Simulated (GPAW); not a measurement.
# YSn3 (Pm-3m): the Y L₃ absorption edge, part 2 of 2

What does one-electron theory with a core hole give for the Y L₃ edge of YSn3 (Pm-3m)?

GPAW 26.7.0; X-ray absorption from dipole matrix elements to empty bands, plane-wave PAW LDA.

So far. Step 2 (Ground state of the crystal): The mesh shows no gap, so the system is treated as a metal and the core electron is put at the Fermi level (neutral cell). Step 3 (Spectrum without a core hole, Y atom 4): Main maxima below 30 eV (height): 2.2 eV (2.71), 5.6 eV (1.65), 10.0 eV (0.72) and 20.8 eV (0.86). At an L edge the dipole rule selects empty d (and weakly s) states on the absorber, and the strong line at the onset measures the empty part of its d band.

## (5) Spectrum with XCH, Y atom 4

The holes are 6.6 Å apart. In GPAW the data set carries the hole's charge, so charge=0 means a charged cell and charge=-1 a neutral one. The excited electron is kept in the cell, where it fills the lowest empty states and screens the hole. After the field has converged, empty bands are computed with the density fixed and the dipole matrix elements are summed.

xas.py reads:

```python
import numpy as np
from ase import Atoms
from ase.parallel import parprint, paropen
from gpaw import GPAW, PW, FermiDirac, Mixer, MixerDif, setup_paths
from gpaw.test import gen
setup_paths.insert(0, '.')
gen('Y', name='fch2p', xcname='LDA', corehole=(2, 1, 1), write_xml=True)
from gpaw.mpi import world
world.barrier()

atoms = Atoms('Sn6Y2',
    cell=[[4.666, 0, 4.666],
     [0, 4.666, 4.666],
     [-4.666, 0, 4.666]],
    scaled_positions=[[0, 0.5, 0.5],
     [0.5, 0.5, 0],
     [0.5, 0, 0],
     [0, 0, 0.5],
     [0, 0.5, 0],
     [0.5, 0.5, 0.5],
     [0, 0, 0],
     [0.5, 0, 0.5]],
    pbc=True)
atoms.calc = calc = GPAW(legacy_gpaw=True, mode=PW(430, force_complex_dtype=True), xc='LDA', setups={6: 'fch2p'},
    kpts={'size': (5, 5, 5), 'gamma': True}, occupations=FermiDirac(0.1),
    charge=-1, mixer=Mixer(0.1, 5, 50), maxiter=150,
    convergence={'density': 0.0001, 'eigenstates': 1e-6}, txt='scf.txt')
energy = atoms.get_potential_energy() + calc.get_reference_energy()
ef = calc.get_fermi_level()
out = dict(energy=energy, fermi=ef, forces=atoms.get_forces().tolist())
parprint(f'all-electron energy {energy:.4f} eV, Fermi level {ef:.4f} eV')
ev = np.array([[calc.get_eigenvalues(k, s) for k in range(len(calc.get_ibz_k_points()))] for s in range(calc.get_number_of_spins())])
out['homo'], out['lumo'], out['counts'] = ev[ev < ef].max(), ev[ev > ef].min(), sorted(set((ev < ef).sum((0, 2)).tolist()))
out['filled'] = (ev[:, 0] < ef).sum(1).tolist()

from ase.units import Ha
from gpaw.xas import dipole_matrix_elements
nb = int(calc.get_number_of_electrons() / 2) + 134
top, nb = nb, nb + 8 + nb // 12
nscf = calc.fixed_density(kpts={'size': (6, 6, 6), 'gamma': True}, nbands=nb,
    convergence={'bands': top, 'eigenstates': 5e-3}, maxiter=60, txt='nscf.txt')
cell = atoms.cell.array
ops = [cell.T @ U.T @ np.linalg.inv(cell.T) for U in nscf.wfs.kd.symmetry.op_scc]
E = np.arange(-6, 34, 0.1)
fwhm = np.interp(E, [4, 25], [1.5, 3.5])
Y, X, zero, highest = 0, 0, 1e9, 1e9
for spin in range(nscf.get_number_of_spins()):
    wfs = nscf.wfs
    mine = wfs.bd.get_slice()  # this rank's bands
    A = dipole_matrix_elements(wfs.setups[6])
    eps = np.zeros((wfs.kd.nibzkpts, nb))
    d = np.zeros((3, A.shape[1], wfs.kd.nibzkpts, nb), complex)
    for kpt in wfs.kpt_u:
        if kpt.s == spin and 6 in kpt.P_ani:
            eps[kpt.k, mine] = kpt.eps_n * Ha
            d[:, :, kpt.k, mine] = (kpt.weight * wfs.nspins / 2) ** 0.5 * np.inner(A, kpt.P_ani[6])
    world.sum(eps)
    world.sum(d)
    T = np.einsum('amkn,bmkn->abkn', d, d.conj()).real
    T = sum(np.einsum('ai,ijkn,bj->abkn', R, T, R) for R in ops) / len(ops)
    empty = eps > ef
    zero, highest = min(zero, eps[empty].min()), min(highest, eps[:, top - 1].min())
    lines = [(eps, T, empty)] if spin == 0 else lines + [(eps, T, empty)]
for eps, T, empty in lines:
    f = np.einsum('aakn->akn', T).reshape(3, -1)
    x = eps.ravel() - zero
    w = np.interp(x, E, fwhm) / 2.35482
    g = np.exp(-0.5 * ((E[:, None] - x) / w) ** 2) / (w * (2 * np.pi) ** 0.5)
    Y = Y + (f * empty.ravel()) @ g.T
    X = X + (f * ~empty.ravel()) @ g.T
out.update(E=E.round(2).tolist(), xas=Y.tolist(), xes=X.tolist(), zero=zero, valid=highest - zero, nk=len(eps), nb=nb)
for i in range(0, len(E), 10):
    parprint(f'{E[i]:7.2f}', *(f'{v:10.3e}' for v in Y[:, i]))
import json
with paropen('out.json', 'w') as f:
    json.dump(out, f)
```

Run with:

```sh
$ OMP_NUM_THREADS=1 mpirun -n 4 gpaw python xas.py
```

Numbers of over 12 decimals in the logs are rounded to 6 here.

The log of the run:

```text
Input parameters:
  charge: -1
  convergence: {density: 0.0001,
                eigenstates: 1e-06}
  kpts: {gamma: True,
         size: (5, 5, 5)}
  maxiter: 150
  mixer: {backend: pulay,
          beta: 0.1,
          method: separate,
          nmaxold: 5,
          weight: 50}
  mode: {ecut: 430.0,
         force_complex_dtype: True,
         name: pw}
  occupations: {fixmagmom: False,
                name: fermi-dirac,
                width: 0.1}
  setups: {6: fch2p}

Initialize ...

[... PAW data sets ...]

Reference energy: -1189064.005546  # eV

Spin-paired calculation

[... convergence settings ...]
Symmetries present (total): 48
  [... symmetry matrices ...]

125 k-points: 5 x 5 x 5 Monkhorst-Pack grid
10 k-points in the irreducible part of the Brillouin zone
       k-points in crystal coordinates                weights
   0:     0.00000000    0.00000000    0.00000000          1/125
   1:     0.20000000    0.20000000    0.00000000          8/125
   2:     0.20000000    0.20000000    0.20000000          6/125
   3:     0.40000000    0.20000000    0.00000000         12/125
   4:     0.40000000    0.20000000    0.40000000         24/125
   5:     0.40000000    0.40000000   -0.40000000         12/125
   6:     0.40000000    0.40000000   -0.20000000         24/125
   7:     0.40000000    0.40000000    0.00000000          8/125
   8:     0.40000000    0.40000000    0.20000000         24/125
   9:     0.40000000    0.40000000    0.40000000          6/125

Wave functions: Plane wave expansion
  Cutoff energy: 430.000 eV
  Number of coefficients (min, max): 4083, 4125
  Pulay-stress correction: 0.000000 eV/Ang^3 (de/decut=0.000000)
  Using FFTW library
  Wavefunction extrapolation:
    Improved wavefunction reuse through dual PAW basis

Occupation numbers: Fermi-Dirac:
  width: 0.1000  # eV

Eigensolver
   Davidson(niter=2)

Densities:
  Coarse grid: 32*32*32 grid
  Fine grid: 64*64*64 grid
  Total Charge: 0.000000

Density mixing:
  Method: separate
  Backend: pulay
  Linear mixing parameter: 0.1
  old densities: 5
  Width of damping distribution: 1.1
  Damping of long wavelength oscillations: 50

[... Hamiltonian set-up ...]
Number of atoms: 8
Number of atomic orbitals: 80
Number of bands in calculation: 69
Number of valence electrons: 107
Bands to converge: occupied

... initialized

Initializing position-dependent things.

Density initialized from atomic densities
Creating initial wave functions:
  69 bands from LCAO basis set

              Sn

         Sn         Sn
             Y

              Sn
       Sn         Sn

             Y

Atomic positions and initial magnetic moments

Positions:
   0 Sn    -2.333000    2.333000    4.666000    ( 0.0000,  0.0000,  0.0000)
   1 Sn     2.333000    2.333000    4.666000    ( 0.0000,  0.0000,  0.0000)
   2 Sn     2.333000    0.000000    2.333000    ( 0.0000,  0.0000,  0.0000)
   3 Sn    -2.333000    0.000000    2.333000    ( 0.0000,  0.0000,  0.0000)
   4 Sn     0.000000    2.333000    2.333000    ( 0.0000,  0.0000,  0.0000)
   5 Sn     0.000000    2.333000    6.999000    ( 0.0000,  0.0000,  0.0000)
   6 Y      0.000000    0.000000    0.000000    ( 0.0000,  0.0000,  0.0000)
   7 Y      0.000000    0.000000    4.666000    ( 0.0000,  0.0000,  0.0000)

Unit cell:
           periodic     x           y           z      points  spacing
  1. axis:    yes    4.666000    0.000000    4.666000    32     0.1684
  2. axis:    yes    0.000000    4.666000    4.666000    32     0.1458
  3. axis:    yes   -4.666000    0.000000    4.666000    32     0.1684

  Lengths:   6.598720   6.598720   6.598720
  Angles:   60.000000  90.000000  60.000000

Effective grid spacing dv^(1/3) = 0.1837

iter:   1   -59.343841
iter:   2   -52.717581   -0.97  -1.09
iter:   3   -52.451065   -2.54  -1.56
iter:   4   -52.261404   -1.56  -1.63
iter:   5   -52.062687   -3.14  -1.82
iter:   6   -52.192286   -2.66  -2.04
iter:   7   -52.024845   -2.66  -1.86
iter:   8   -52.027038   -3.08  -2.47
iter:   9   -52.011778c  -4.09  -2.53
iter:  10   -52.011204c  -4.70  -3.24
iter:  11   -52.011213c  -5.55  -3.40
iter:  12   -52.011246c  -6.34c -3.45
iter:  13   -52.011197c  -6.76c -3.54
iter:  14   -52.011178c  -7.12c -4.02c

Converged after 14 iterations.

Dipole moment: (-0.000000, -0.000000, 0.000000) |e|*Ang

Energy contributions relative to reference atoms: (reference = -1189064.005546)

Kinetic:        +21.075011
Potential:      -19.178520
External:        +0.000000
XC:             -53.834325
Entropy (-ST):   -0.162574
Local:           +0.007942
SIC:             +0.000000
--------------------------
Free energy:    -52.092465
Extrapolated:   -52.011178

Showing only first 2 kpts
 Kpt  Band  Eigenvalues  Occupancy
  0    51      8.55638    0.02512
  0    52      8.59062    0.01790
  0    53      8.59062    0.01790
  0    54      8.59062    0.01790

  1    51      7.69442    1.97201
  1    52      7.69442    1.97201
  1    53      8.70933    0.00550
[...]
Fermi level: 8.11993

No gap
No difference between direct/indirect transitions

Forces in eV/Ang:
  0 Sn    0.00000    0.00000   -0.00000
  1 Sn    0.00000   -0.00000    0.00000
  2 Sn    0.00000    0.00000   -0.00000
  3 Sn   -0.00000    0.00000   -0.00000
  4 Sn   -0.00000    0.00000    0.00000
  5 Sn    0.00000    0.00000   -0.00000
  6 Y     0.00000   -0.00000    0.00000
  7 Y    -0.00000   -0.00000    0.00000
Scalar-relativistic atomic LDA calculation for Y (Yttrium, Z=39)
Core hole in 2p state (2p occupation: 5.0)
750 radial gridpoints.
|------------------------------------------------|
|------------------------------------------------|
[... the atom generator's iteration count ...]

Energy contributions:
-------------------------
Kinetic:    +3390.169410
XC:          -101.586326
Potential:  -6591.707672
-------------------------
Total:      -3303.124588

state      eigenvalue         ekin         rmax
-----------------------------------------------
1s^2.0 :  -624.020649   785.933785        0.025
2s^2.0 :   -88.104979   159.718374        0.140
2p^5.0 :   -79.278025   154.656858        0.112
3s^2.0 :   -14.821145    41.563665        0.416
3p^6.0 :   -11.851076    38.628153        0.408
3d^10.0:    -6.902769    34.281661        0.347
4s^2.0 :    -2.317952     8.978980        1.088
4p^6.0 :    -1.537864     7.230238        1.182
4d^1.0 :    -0.465087     3.600285        1.531
5s^2.0 :    -0.408502     1.464135        2.930
5p^0.0 :    -0.262947     1.007025        3.543
-----------------------------------------------
(units: Bohr and Hartree)

Generating PAW setup
Kinetic energy of the core from tauc = 3378.447297
Cutoffs:
rc(s)=2.510
rc(p)=2.490
rc(d)=2.430
rc(vbar)=2.450
rc(comp)=2.410
rc(nct)=2.510

Kinetic energy of the core states: 3322.301470
Charge: 1.0
Core electrons: 27.0
Valence electrons: 11.0
Pseudo-core charge: 0.001449
Shape function alpha=1.722
Pseudo-electron charge 6.524097
state    eigenvalue         norm
--------------------------------
4s(2) :    -2.317952     0.579399
5s(2) :    -0.408502     0.963008
4p(6) :    -1.537864     0.451215
5p(0) :    -0.262947     0.957472
4d(1) :    -0.465087     0.730544
*d    :     0.534913
--------------------------------

Diagonalizing with gridspacing h=0.050

state   all-electron     PAW
-------------------------------
4s:      -2.317952    -2.318410
4p:      -1.537864    -1.538528
4d:      -0.465087    -0.465594
*f:                   -0.036509
-------------------------------
all-electron energy -1189116.0167 eV, Fermi level 8.1199 eV
[...]
31.00  1.337e-05  1.337e-05  1.337e-05
  32.00  1.295e-05  1.295e-05  1.295e-05
  33.00  1.165e-05  1.165e-05  1.165e-05
```

Run time: 54 s. Hardware: 4 MPI ranks of Intel Xeon Platinum 8488C (Sapphire Rapids), shared host; peak memory 0.39 GiB.

The Y L₃ spectrum, Y atom 4, excited-electron core hole (neutral cell) (energy from the lowest empty level; intensity scaled to a mean of 1 over the first 20 eV):

| E (eV) | intensity |
| --- | --- |
| -2.0 | 0.00 |
| -1.5 | 0.03 |
| -1.0 | 0.18 |
| -0.5 | 0.81 |
| 0.0 | 2.13 |
| 0.5 | 3.55 |
| 1.0 | 3.94 |
| 1.5 | 3.16 |
| 2.0 | 2.20 |
| 2.5 | 1.62 |
| 3.0 | 1.36 |
| 3.5 | 1.31 |
| 4.0 | 1.39 |
| 4.5 | 1.44 |
| 5.0 | 1.31 |
| 5.5 | 1.03 |
| 6.0 | 0.74 |
| 6.5 | 0.53 |
| 7.0 | 0.41 |
| 7.5 | 0.41 |
| 8.0 | 0.47 |
| 8.5 | 0.56 |
| 9.0 | 0.63 |
| 9.5 | 0.64 |
| 10.0 | 0.62 |
| 10.5 | 0.58 |
| 11.0 | 0.55 |
| 11.5 | 0.52 |
| 12.0 | 0.51 |
| 12.5 | 0.49 |
| 13.0 | 0.47 |
| 13.5 | 0.47 |
| 14.0 | 0.49 |
| 14.5 | 0.54 |
| 15.0 | 0.60 |
| 15.5 | 0.63 |
| 16.0 | 0.65 |
| 16.5 | 0.65 |
| 17.0 | 0.64 |
| 17.5 | 0.64 |
| 18.0 | 0.66 |
| 18.5 | 0.69 |
| 19.0 | 0.73 |
| 19.5 | 0.77 |
| 20.0 | 0.80 |
| 20.5 | 0.79 |
| 21.0 | 0.76 |
| 21.5 | 0.70 |
| 22.0 | 0.64 |
| 22.5 | 0.58 |
| 23.0 | 0.53 |
| 23.5 | 0.49 |
| 24.0 | 0.46 |
| 24.5 | 0.43 |
| 25.0 | 0.41 |
| 25.5 | 0.39 |
| 26.0 | 0.37 |
| 26.5 | 0.37 |
| 27.0 | 0.37 |
| 27.5 | 0.38 |
| 28.0 | 0.40 |
| 28.5 | 0.44 |
| 29.0 | 0.48 |
| 29.5 | 0.53 |
| 30.0 | 0.58 |
| 30.5 | 0.62 |
| 31.0 | 0.64 |
| 31.5 | 0.64 |
| 32.0 | 0.62 |

Main maxima below 30 eV (height): 0.8 eV (3.97), 4.4 eV (1.44), 9.4 eV (0.64) and 20.2 eV (0.80). 

## (6) Spectrum with FCH, Y atom 4

The holes are 6.6 Å apart. In GPAW the data set carries the hole's charge, so charge=0 means a charged cell and charge=-1 a neutral one. The excited electron is left out and a uniform background balances the charge. After the field has converged, empty bands are computed with the density fixed and the dipole matrix elements are summed.

Changed against the first core-hole run: core hole to FCH.

xas.py, as its differences from that of step 5:

```diff
@@ -25,3 +25,3 @@
     kpts={'size': (5, 5, 5), 'gamma': True}, occupations=FermiDirac(0.1),
-    charge=-1, mixer=Mixer(0.1, 5, 50), maxiter=150,
+    charge=0, mixer=Mixer(0.1, 5, 50), maxiter=150,
     convergence={'density': 0.0001, 'eigenstates': 1e-6}, txt='scf.txt')
```

The log of the run:

```text
Input parameters:
  convergence: {density: 0.0001,
                eigenstates: 1e-06}
  kpts: {gamma: True,
         size: (5, 5, 5)}
  maxiter: 150
  mixer: {backend: pulay,
          beta: 0.1,
          method: separate,
          nmaxold: 5,
          weight: 50}
  mode: {ecut: 430.0,
         force_complex_dtype: True,
         name: pw}
  occupations: {fixmagmom: False,
                name: fermi-dirac,
[...]
*d    :     0.534913
--------------------------------

Diagonalizing with gridspacing h=0.050

state   all-electron     PAW
-------------------------------
4s:      -2.317952    -2.318410
4p:      -1.537864    -1.538528
4d:      -0.465087    -0.465594
*f:                   -0.036509
-------------------------------
all-electron energy -1189124.0613 eV, Fermi level 7.9403 eV
[...]
32.00  1.321e-05  1.321e-05  1.321e-05
  33.00  1.198e-05  1.198e-05  1.198e-05
[key lines of the parts left out:]
Converged after 16 iterations.
Dipole moment: (0.000000, -0.000000, 0.000000) |e|*Ang
Free energy:    -60.126072
Fermi level: 7.94026
```

It took 56 s on 4 MPI ranks; peak memory 0.39 GiB.

| E (eV) | first run | this run |
| --- | --- | --- |
| -2.0 | 0.00 | 0.00 |
| -1.0 | 0.18 | 0.17 |
| 0.0 | 2.13 | 1.88 |
| 1.0 | 3.94 | 4.06 |
| 2.0 | 2.20 | 2.47 |
| 3.0 | 1.36 | 1.39 |
| 4.0 | 1.39 | 1.29 |
| 5.0 | 1.31 | 1.32 |
| 6.0 | 0.74 | 0.83 |
| 7.0 | 0.41 | 0.43 |
| 8.0 | 0.47 | 0.41 |
| 9.0 | 0.63 | 0.58 |
| 10.0 | 0.62 | 0.61 |
| 11.0 | 0.55 | 0.55 |
| 12.0 | 0.51 | 0.50 |
| 13.0 | 0.47 | 0.47 |
| 14.0 | 0.49 | 0.47 |
| 15.0 | 0.60 | 0.56 |
| 16.0 | 0.65 | 0.63 |
| 17.0 | 0.64 | 0.63 |
| 18.0 | 0.66 | 0.63 |
| 19.0 | 0.73 | 0.69 |
| 20.0 | 0.80 | 0.77 |
| 21.0 | 0.76 | 0.76 |
| 22.0 | 0.64 | 0.66 |
| 23.0 | 0.53 | 0.55 |
| 24.0 | 0.46 | 0.47 |
| 25.0 | 0.41 | 0.41 |
| 26.0 | 0.37 | 0.37 |
| 27.0 | 0.37 | 0.36 |
| 28.0 | 0.40 | 0.38 |
| 29.0 | 0.48 | 0.45 |
| 30.0 | 0.58 | 0.55 |
| 31.0 | 0.64 | 0.62 |
| 32.0 | 0.62 | 0.63 |

The scaled spectrum changes by 7 % r.m.s. The highest intensity below 24 eV goes from 0.8 eV (3.97) to 1.0 eV (4.06).

The photon energy of the zero moves by -0.09 eV.

## (7) What the core hole does

Both curves are counted from their own zero, so only the shift of weight within the empty states shows.

| E (eV) | no hole | XCH |
| --- | --- | --- |
| -2.0 | 0.00 | 0.00 |
| -1.0 | 0.03 | 0.18 |
| 0.0 | 0.37 | 2.13 |
| 1.0 | 1.44 | 3.94 |
| 2.0 | 2.67 | 2.20 |
| 3.0 | 2.16 | 1.36 |
| 4.0 | 1.42 | 1.39 |
| 5.0 | 1.52 | 1.31 |
| 6.0 | 1.59 | 0.74 |
| 7.0 | 0.93 | 0.41 |
| 8.0 | 0.54 | 0.47 |
| 9.0 | 0.64 | 0.63 |
| 10.0 | 0.72 | 0.62 |
| 11.0 | 0.67 | 0.55 |
| 12.0 | 0.59 | 0.51 |
| 13.0 | 0.53 | 0.47 |
| 14.0 | 0.50 | 0.49 |
| 15.0 | 0.57 | 0.60 |
| 16.0 | 0.67 | 0.65 |
| 17.0 | 0.69 | 0.64 |
| 18.0 | 0.68 | 0.66 |
| 19.0 | 0.72 | 0.73 |
| 20.0 | 0.82 | 0.80 |
| 21.0 | 0.86 | 0.76 |
| 22.0 | 0.78 | 0.64 |
| 23.0 | 0.66 | 0.53 |
| 24.0 | 0.56 | 0.46 |
| 25.0 | 0.48 | 0.41 |
| 26.0 | 0.43 | 0.37 |
| 27.0 | 0.41 | 0.37 |
| 28.0 | 0.41 | 0.40 |
| 29.0 | 0.45 | 0.48 |
| 30.0 | 0.54 | 0.58 |
| 31.0 | 0.64 | 0.64 |

With each curve scaled to its own mean, the area from −2 to 6 eV with the hole is 12.9 against 10.4, and the centre of weight from −1 to 20 eV moves by -1.2 eV: the hole pulls the absorber's empty states down.

## (8) Outcome

```yaml
absorber_and_edge: Y L₃, atom 4 of the ground-state input (counted from 1)
surroundings: 12 Sn at 3.30 Å (cuboctahedral, site symmetry m-3m)
highest_intensity_below_24_ev: 0.8 eV above the zero, height 3.97
```

What this shows: The Y L₃ edge of atom 4, with 12 Sn at 3.30 Å (cuboctahedral, site symmetry m-3m), has its highest intensity of the first 24 eV at 0.8 eV above the zero, 4.0 times the mean level of the first 20 eV (Gaussian full width 1.5 eV up to 4 eV, rising linearly to 3.5 eV at 25 eV). With each curve scaled to its own mean, the area from −2 to 6 eV with the hole is 12.9 against 10.4, and the centre of weight from −1 to 20 eV moves by -1.2 eV: the hole pulls the absorber's empty states down. Changing the core hole to FCH alters the shape by 7 % r.m.s., so the result is insensitive to this choice. Only the L₃ part is meant: spin–orbit coupling of the core level isn't computed and the L₂ copy isn't added. Lifetime broadening is put in by hand, and intensities beyond about 20 eV depend on it and on the partial waves; weight that the partial waves miss at high energy is lost. The structure is a published determination, not relaxed.

[Banner, clock and machine lines of the logs are left out without a mark of their own.]

[Logs are printed without paths, hosts, clocks, repeated set-up lines and the standing remarks that a program may print on its own settings, such as how far it seeks lower states.]

[Hosts, paths, dates, database ids (printed as entryN), source tags and the programs' standing remarks are cut or masked in the printed files.]

[Lists of maxima count a maximum above −3 eV only where it reaches 4 % of the highest in the window and stands out from its surroundings by 2 % of it (1.5 % where it reaches 55 %); shoulders and weaker maxima are passed over, and of the rest the first, up to two pre-edge ones and the few strongest are named.]
